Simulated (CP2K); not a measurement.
The O K edge of protonated formaldehyde was computed by TDDFT (CP2K XAS_TDP, aug-cc-pVTZ, TDA) at these levels: PBE0, PBEh(45%) and PBEh(45%) + GW2X. The first three lines of O2 (bonded to C and H) with a strength over 0.0015, energy in eV and strength:

```tsv
run	first	second	third
1	532.24 (0.036)	537.53 (0.023)	540.75 (0.024)
2	520.22 (0.031)	525.33 (0.016)	527.80 (0.003)
3	528.17 (0.036)	533.45 (0.024)	536.67 (0.024)
```

Q: Which run is which?

Run 1: PBEh(45%) + GW2X (45 % exact exchange). Run 2: PBE0 (25 % exact exchange). Run 3: PBEh(45%) (45 % exact exchange). Self-interaction lifts the core level, so the uncorrected lines rise with the share of exact exchange. The GW2X run keeps the spacings of its parent: 5.29 eV between the first two lines in run 1, 5.28 eV in run 3. Its shift is +4.07 eV, since the Kohn–Sham level at this share of exchange lies that far above the quasiparticle level.

[Banner, clock and machine lines of the logs are left out without a mark of their own.]

[Logs are printed without paths, hosts, clocks, repeated set-up lines and the standing remarks that a program may print on its own settings, such as how far it seeks lower states.]

[Hosts, paths, dates, database ids (printed as entryN), source tags and the programs' standing remarks are cut or masked in the printed files.]
